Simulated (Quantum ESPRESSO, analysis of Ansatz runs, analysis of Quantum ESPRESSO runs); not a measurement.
# Li-H pair in ZnO: local vibrational mode, PBE (Quantum ESPRESSO), part 2 of 2

How near does this set-up come to the measured local vibrational mode? Subject: Li-H pair in ZnO. Set-up: PBE, GBRV 1.5 PBE, cutoffs x 1.3, 72-site cell, PBE lattice, k: the zone centre alone. The model is a cell of 72 host atoms with Li put on another atom's site and H put in between. The frequencies come from force constants among the defect atom and its neighbours, with the masses of the isotopes named. This set-up takes another basis size than the usual one.

Quantum ESPRESSO 7.5; PBE, GBRV 1.5 PBE, cutoffs x 1.3, 72-site cell, PBE lattice, k: the zone centre alone.

So far: The structure; Relaxation, charge 0.

## Step 2: Relaxation, charge 0 (continued)

Level of this step: Quantum ESPRESSO plane-wave DFT, PBE, GBRV 1.5 PBE potentials; relaxation of all atoms of a defect supercell (Quantum ESPRESSO).

Step by step (22 of 23):

```csv
step,energy less that of the first step (eV)
0,0.0000
1,-0.3319
2,-0.6227
3,-0.6948
4,-0.7344
5,-0.7661
6,-0.7822
7,-0.7972
8,-0.8101
9,-0.8195
10,-0.8251
12,-0.8323
13,-0.8348
14,-0.8363
15,-0.8374
16,-0.8380
17,-0.8383
18,-0.8384
19,-0.8385
20,-0.8386
21,-0.8387
22,-0.8388
```

The atoms that moved most (Å):

```
atom      dx      dy      dz  length
Li38  -0.009   0.015  -0.399   0.400
Zn37  -0.102   0.059   0.063   0.133
Zn29  -0.014  -0.098   0.081   0.127
Zn61   0.085   0.040   0.071   0.118
Zn25   0.017  -0.076  -0.007   0.078
 O39   0.000   0.003  -0.078   0.078
Zn34   0.012  -0.010   0.076   0.077
 O35   0.008   0.000   0.074   0.074
```

Neighbours of the ideal centre at the end:

```
atom  distance (Å)
 H73         0.592
Li38         1.477
 O39         1.574
 O36         2.280
 O28         2.284
 O60         2.287
Zn61         2.905
Zn29         2.906
Zn37         2.906
```

Neighbours of the added atoms: H73: O39 0.98, Li38 2.07, Zn37 2.51 Å.

## Step 3: Atom Zn29 moved by 0.015 A along x

Force constants come from the forces after small displacements; symmetry gives the rest. One such run is shown.

This step: Quantum ESPRESSO plane-wave DFT, PBE, GBRV 1.5 PBE potentials; single point of a defect supercell.

The input, pw.in:

```
&CONTROL
  calculation = 'scf'
  prefix = 'pwscf'
  outdir = './tmp'
  pseudo_dir = './pseudo'
  tprnfor = .true.
  disk_io = 'low'
/
&SYSTEM
  ibrav = 0
  nat = 73
  ntyp = 4
  ecutwfc = 58
  ecutrho = 468
  nbnd = 464
  occupations = 'smearing'
  smearing = 'fd'
  degauss = 0.00073499
  nosym = .true.
/
&ELECTRONS
  conv_thr = 1d-10
  electron_maxstep = 100
  mixing_beta = 0.5
/
ATOMIC_SPECIES
Zn    65.3800 zn_pbe_v1.uspp.F.UPF
O     15.9990 o_pbe_v1.2.uspp.F.UPF
Li     6.9400 li_pbe_v1.4.uspp.F.UPF
H      1.0080 h_pbe_v1.4.uspp.F.UPF
CELL_PARAMETERS angstrom
   9.8507644307    0.0000000000    0.0000000000
  -4.9253822154    8.5310123247    0.0000000000
   0.0000000000    0.0000000000   10.5973309651
ATOMIC_POSITIONS crystal
Zn     0.1106903414    0.2219053545    0.2519858146
Zn     0.2199907524    0.1097445325    0.0010428417
[... 3 atom lines left out ...]
Zn     0.2277012593    0.1146853708    0.4984560697
[... 7 atom lines left out ...]
Zn     0.2278501254    0.4461219256    0.4984951209
[... 13 atom lines left out ...]
O      0.4452654333    0.2233920813    0.4374961047
Zn     0.4396921992    0.2093187683    0.7575246301
[... 6 atom lines left out ...]
O      0.4454765088    0.5549512271    0.4376383365
Zn     0.4382654354    0.5621896977    0.7576343016
Li     0.5560507279    0.4444710544    0.4198240772
O      0.5555787202    0.4444410244    0.7077016559
[... 6 atom lines left out ...]
Zn     0.5541664863    0.7725293486    0.4984680157
[... 13 atom lines left out ...]
O      0.7770057573    0.5550411594    0.4374522244
Zn     0.7908091300    0.5619603844    0.7573007700
[... 11 atom lines left out ...]
H      0.5550249935    0.4444107568    0.6150251419
K_POINTS gamma
```

The run is started by

```bash
> OMP_NUM_THREADS=1 pw.x -in pw.in > pw.out
```

Output:

```text
[banner, memory and clock lines left out]
          URL

     gamma-point specific algorithms are used

     G-vector sticks info

     bravais-lattice index     =            0
     lattice parameter (alat)  =      18.6152  a.u.
     unit-cell volume          =    6009.8496 (a.u.)^3
     number of atoms/cell      =           73
     number of atomic types    =            4
     number of electrons       =       920.00
     number of Kohn-Sham states=          464
     kinetic-energy cutoff     =      58.0000  Ry
     charge density cutoff     =     468.0000  Ry
     scf convergence threshold =      1.0E-10
     mixing beta               =       0.5000
     number of iterations used =            8  plain     mixing
     Exchange-correlation=  SLA  PW   PBX  PBC
                           (   1   4   3   4   0   0   0)

     celldm(1)=  18.615247  celldm(2)=   0.000000  celldm(3)=   0.000000
     celldm(4)=   0.000000  celldm(5)=   0.000000  celldm(6)=   0.000000

     crystal axes: (cart. coord. in units of alat)
               a(1) = (   1.000000   0.000000   0.000000 )
               a(2) = (  -0.500000   0.866025   0.000000 )
               a(3) = (   0.000000   0.000000   1.075788 )

     reciprocal axes: (cart. coord. in units 2 pi/alat)
               b(1) = (  1.000000  0.577350 -0.000000 )
               b(2) = (  0.000000  1.154701  0.000000 )
               b(3) = (  0.000000 -0.000000  0.929551 )

     PseudoPot. # 1 for Zn read from file:
     zn_pbe_v1.uspp.F.UPF
     Pseudo is Ultrasoft, Zval = 20.0
     Generated by new atomic code, or converted to UPF format
     Using radial grid of  943 points,  6 beta functions with:
                l(1) =   0
                l(2) =   0
                l(3) =   1
                l(4) =   1
                l(5) =   2
                l(6) =   2
     Q(r) pseudized with  8 coefficients,  rinner =    1.100   1.100   1.100
                                                       1.100   1.100

     PseudoPot. # 2 for O  read from file:
     o_pbe_v1.2.uspp.F.UPF
     Pseudo is Ultrasoft + core correction, Zval =  6.0
     Generated by new atomic code, or converted to UPF format
     Using radial grid of  737 points,  5 beta functions with:
                l(1) =   0
                l(2) =   0
                l(3) =   1
                l(4) =   1
[...]
Q(r) pseudized with  8 coefficients,  rinner =    0.900   0.900   0.900
                                                       0.900   0.900

     PseudoPot. # 3 for Li read from file:
     li_pbe_v1.4.uspp.F.UPF
     Pseudo is Ultrasoft, Zval =  3.0
     Generated by new atomic code, or converted to UPF format
     Using radial grid of  751 points,  5 beta functions with:
[...]
l(3) =   0
                l(4) =   1
                l(5) =   1
     Q(r) pseudized with 10 coefficients,  rinner =    1.150   1.150   1.150

     PseudoPot. # 4 for H  read from file:
     h_pbe_v1.4.uspp.F.UPF
     Pseudo is Ultrasoft, Zval =  1.0
     Generated by new atomic code, or converted to UPF format
     Using radial grid of  615 points,  2 beta functions with:
                l(1) =   0
                l(2) =   0
     Q(r) pseudized with  8 coefficients,  rinner =    0.700

     atomic species   valence    mass     pseudopotential
     Zn               20.00    65.38000     Zn( 1.00)
     O                 6.00    15.99900     O ( 1.00)
     Li                3.00     6.94000     Li( 1.00)
     H                 1.00     1.00800     H ( 1.00)

     No symmetry found

   Cartesian axes

     site n.     atom                  positions (alat units)
         1        Zn     tau(   1) = (  -0.0002623   0.1921757   0.2710832  )
         2        Zn     tau(   2) = (   0.1651185   0.0950416   0.0011219  )
         3        O      tau(   3) = (   0.1651935   0.0950357   0.2034821  )
         4        O      tau(   4) = (   0.0001252   0.1924166   0.4739671  )
         5        Zn     tau(   5) = (  -0.0000267   0.1923330   0.8063855  )
         6        Zn     tau(   6) = (   0.1703586   0.0993204   0.5362329  )
         7        O      tau(   7) = (   0.1671936   0.0967645   0.7419236  )
         8        O      tau(   8) = (   0.0001170   0.1924043   1.0100272  )
         9        Zn     tau(   9) = (  -0.1664070   0.4813785   0.2721493  )
        10        Zn     tau(  10) = (  -0.0015925   0.3839610   0.0011823  )
        11        O      tau(  11) = (  -0.0015226   0.3840477   0.2035400  )
        12        O      tau(  12) = (  -0.1663317   0.4803633   0.4748958  )
        13        Zn     tau(  13) = (  -0.1664519   0.4809137   0.8052026  )
        14        Zn     tau(  14) = (   0.0047892   0.3863529   0.5362749  )
        15        O      tau(  15) = (   0.0009117   0.3849113   0.7419420  )
        16        O      tau(  16) = (  -0.1663915   0.4814513   1.0092421  )
        17        Zn     tau(  17) = (  -0.3328998   0.7696179   0.2721088  )
        18        Zn     tau(  18) = (  -0.1664575   0.6735589   0.0005868  )
        19        O      tau(  19) = (  -0.1664754   0.6735622   0.2042014  )
        20        O      tau(  20) = (  -0.3337222   0.7701691   0.4748650  )
[...]
ethr =  9.23E-06,  avg # of iterations = 12.0

     total energy              =  -17335.06376073 Ry
     estimated scf accuracy    <       0.02217042 Ry

     iteration #  6     ecut=    58.00 Ry     beta= 0.50
     Davidson diagonalization with overlap
     ethr =  2.41E-06,  avg # of iterations =  5.0

     total energy              =  -17335.06485875 Ry
     estimated scf accuracy    <       0.00420521 Ry

     iteration #  7     ecut=    58.00 Ry     beta= 0.50
     Davidson diagonalization with overlap
     ethr =  4.57E-07,  avg # of iterations =  6.0

     total energy              =  -17335.06549220 Ry
     estimated scf accuracy    <       0.00037237 Ry

     iteration #  8     ecut=    58.00 Ry     beta= 0.50
     Davidson diagonalization with overlap
     ethr =  4.05E-08,  avg # of iterations =  3.0

     total energy              =  -17335.06557637 Ry
     estimated scf accuracy    <       0.00008241 Ry

     iteration #  9     ecut=    58.00 Ry     beta= 0.50
     Davidson diagonalization with overlap
     ethr =  8.96E-09,  avg # of iterations =  4.0

     total energy              =  -17335.06558744 Ry
     estimated scf accuracy    <       0.00003044 Ry

     iteration # 10     ecut=    58.00 Ry     beta= 0.50
     Davidson diagonalization with overlap
     ethr =  3.31E-09,  avg # of iterations =  3.0

     total energy              =  -17335.06559371 Ry
     estimated scf accuracy    <       0.00000090 Ry

     iteration # 11     ecut=    58.00 Ry     beta= 0.50
     Davidson diagonalization with overlap
     ethr =  9.78E-11,  avg # of iterations =  4.0

     total energy              =  -17335.06559385 Ry
     estimated scf accuracy    <       0.00000077 Ry

     iteration # 12     ecut=    58.00 Ry     beta= 0.50
     Davidson diagonalization with overlap
     ethr =  8.41E-11,  avg # of iterations =  3.0

     total energy              =  -17335.06559393 Ry
     estimated scf accuracy    <       0.00000006 Ry

     iteration # 13     ecut=    58.00 Ry     beta= 0.50
     Davidson diagonalization with overlap
     ethr =  6.59E-12,  avg # of iterations =  3.0

     total energy              =  -17335.06559396 Ry
     estimated scf accuracy    <          8.0E-09 Ry

     iteration # 14     ecut=    58.00 Ry     beta= 0.50
     Davidson diagonalization with overlap
     ethr =  8.71E-13,  avg # of iterations =  3.0

     total energy              =  -17335.06559396 Ry
     estimated scf accuracy    <          2.7E-09 Ry

     iteration # 15     ecut=    58.00 Ry     beta= 0.50
     Davidson diagonalization with overlap
     ethr =  2.92E-13,  avg # of iterations =  2.0

     total energy              =  -17335.06559396 Ry
     estimated scf accuracy    <          2.8E-10 Ry

     iteration # 16     ecut=    58.00 Ry     beta= 0.50
     Davidson diagonalization with overlap
     ethr =  1.00E-13,  avg # of iterations =  2.0

     End of self-consistent calculation

          k = 0.0000 0.0000 0.0000 ( 22405 PWs)   bands (ev):

  -115.6331-115.6319-115.6305-115.4939-115.4246-115.4163-115.4098-115.4083
  -115.4070-115.4070-115.4059-115.4057-115.4035-115.4023-115.3952-115.3936
  -115.3928-115.3838-115.3651-115.3639-115.3624-115.3601-115.3595-115.3588
  -115.3537-115.3529-115.3514-115.2992-115.2811-115.2332-115.2271-115.2265
  -115.2242-115.2239-115.2178 -69.8728 -69.8717 -69.8706 -69.8082 -69.8081
   -69.8069 -69.8053 -69.8044 -69.8043 -69.6914 -69.6911 -69.6874 -69.6234
   -69.6224 -69.6170 -69.6152 -69.6138 -69.6120 -69.6102 -69.6092 -69.6088
   -69.6079 -69.6078 -69.6061 -69.6054 -69.6044 -69.6040 -69.6029 -69.6026
   -69.6021 -69.6013 -69.6011 -69.6002 -69.6001 -69.5998 -69.5996 -69.5991
   -69.5990 -69.5988 -69.5978 -69.5965 -69.5952 -69.5929 -69.5916 -69.5913
   -69.5911 -69.5901 -69.5898 -69.5897 -69.5895 -69.5856 -69.5841 -69.5802
   -69.5766 -69.5677 -69.5671 -69.5665 -69.5656 -69.5645 -69.5631 -69.5602
   -69.5590 -69.5579 -69.5575 -69.5565 -69.5550 -69.5546 -69.5541 -69.5533
   -69.5516 -69.5506 -69.5498 -69.5493 -69.5491 -69.5489 -69.5480 -69.5475
   -69.5466 -69.5456 -69.5448 -69.5442 -69.5051 -69.4907 -69.4904 -69.4866
[...]
6.7875   6.8339   6.8439   6.8722   6.8773   6.8787   6.8918   6.8939
     6.8973   6.9099   6.9111   6.9513   6.9836   6.9851   7.0095   7.1643
     7.2481   7.2493   7.2726   7.2731   7.3012   7.3563   7.3569   7.4337
     7.4340   7.4988   7.5124   7.5128   7.5677   7.6297   7.6303   7.7157
     7.7162   7.9654   8.0603   8.0606   8.8560  11.4098  11.4977  12.1670

     the Fermi energy is     8.5170 ev

!    total energy              =  -17335.06559396 Ry
     estimated scf accuracy    <          2.8E-11 Ry
     smearing contrib. (-TS)   =      -0.00000000 Ry
     internal energy E=F+TS    =  -17335.06559396 Ry

     The total energy is F=E-TS. E is the sum of the following terms:
     one-electron contribution =  -14541.72346778 Ry
     hartree contribution      =    7634.53398759 Ry
     xc contribution           =   -1747.40724126 Ry
     ewald contribution        =   -8680.46887251 Ry

     convergence has been achieved in  16 iterations

     Forces acting on atoms (cartesian axes, Ry/au):

     atom    1 type  1   force =     0.00003049   -0.00000995    0.00001956
     atom    2 type  1   force =     0.00013564    0.00016107   -0.00015569
     atom    3 type  2   force =     0.00006953    0.00005065   -0.00015014
     atom    4 type  2   force =     0.00007139    0.00008799   -0.00011004
     atom    5 type  1   force =     0.00072888   -0.00032709   -0.00012230
     atom    6 type  1   force =    -0.00008184    0.00002697    0.00067443
     atom    7 type  2   force =     0.00225114    0.00100164    0.00089027
     atom    8 type  2   force =    -0.00012755    0.00006140    0.00025019
     atom    9 type  1   force =     0.00003172    0.00004743   -0.00008806
     atom   10 type  1   force =     0.00020172    0.00001446    0.00010307
[...]
atom   69 type  1   force =     0.00021060    0.00011479    0.00000395
     atom   70 type  1   force =     0.00001300    0.00026670    0.00005979
     atom   71 type  2   force =    -0.00013083   -0.00016900    0.00000418
     atom   72 type  2   force =     0.00004127   -0.00010172    0.00010589
     atom   73 type  4   force =     0.00001472   -0.00000455   -0.00017100

     Total force =     0.007994     Total SCF correction =     0.000015
```

The job ended after 12 min (1 thread of Arm Neoverse V2, shared host; peak memory 3 GiB).

## Step 4: Local vibrational modes

Analysis of the runs above: force constants by central differences of Quantum ESPRESSO plane-wave DFT, PBE, GBRV 1.5 PBE potentials forces among the atoms nearest to a defect, the others at rest.

The modes with the largest weight on the probed atoms (the light atom of a pair), for the masses of each isotope. Modes of the displaced atoms (local only where they lie over the host's phonons):

```csv
isotopes,mode (cm⁻¹),share of the defect atoms
H,3776,0.944
H,657.4,0.828
H,657.1,0.829
D,2746,0.892
D,525.8,0.357
D,525.5,0.365
```

## Step 5: Results

```
distance from the defect atom to its nearest neighbour : 0.982 Å
O-H stretch, 1H                                        : 3776 cm⁻¹
O-D stretch, 2H                                        : 2746 cm⁻¹
```

In words: O-H stretch, 1H: computed 3776 cm⁻¹, measured 3577.3 cm⁻¹; 199 cm⁻¹ (6 %) above the measurement. O-D stretch, 2H: computed 2746 cm⁻¹, measured 2644.4 cm⁻¹; 101 cm⁻¹ (4 %) above the measurement. The computed value is harmonic, while the measured line is the anharmonic fundamental, which for X–H stretches usually lies a few per cent lower. Only the named neighbours move, so modes near the host's band are approximate. Limits: the zone centre alone is a coarse sampling for this cell.

[Logs are printed without paths, hosts, clocks, repeated set-up lines and the standing remarks that a program may print on its own settings, such as how far it seeks lower states.]

[Hosts, paths, dates, database ids (printed as entryN), source tags and the programs' standing remarks are cut or masked in the printed files.]

[For some hosts the program warned that the k-mesh of the response run may be too coarse for force constants and the static dielectric constant; such warnings are not shown here.]
